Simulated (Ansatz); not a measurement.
The compound is SrVO3 (Pm-3m).

```xyz
5
Lattice="0.0000 -3.8420 0.0000 0.0000 0.0000 3.8420 -3.8420 0.0000 0.0000" Properties=species:S:1:pos:R:3 pbc="T T T"
Sr    0.0000    0.0000    0.0000
V    -1.9210   -1.9210    1.9210
O     0.0000   -1.9210    1.9210
O    -1.9210   -1.9210    0.0000
O    -1.9210    0.0000    1.9210
```

 The program's search for lower electronic states was switched off, so nothing shows that the state found is the lowest. PAW set soft_2, made with PBE.

A constrained-RPA run (Ansatz 0.2.0; non-magnetic LDA; V t2g + anion p, bands v10 to c2, 4×4×4 mesh, medium accuracy) builds 12 functions on bands 8.8 eV wide, with 19.0 electrons in the window. The bare on-site interaction is 19.7 eV and the bare J 0.75 eV.

**Question.** What U and J survive the screening?

On the V t2g shell, U = 6.10 eV (31 % of the bare value), U′ = 4.90 eV, J = 0.60 eV.

The parent state is non-magnetic and the interaction static (zero frequency); U depends on the window and the orbitals, so it belongs to this model alone. A window that holds the anion p bands defines a model with explicit ligands; its U belongs to that model and is not the U of DFT+U.

[Paths, hosts, dates, memory and timing lines, banners, echoed tables and standing remarks are left out of the program output.]

[Logs are printed without paths, hosts, clocks, repeated set-up lines and the standing remarks that a program may print on its own settings, such as how far it seeks lower states.]

[Runs of the session that timed out or met a known fault of the program may be left out.]

[Hosts, paths, dates, database ids (printed as entryN), source tags and the programs' standing remarks are cut or masked in the printed files.]
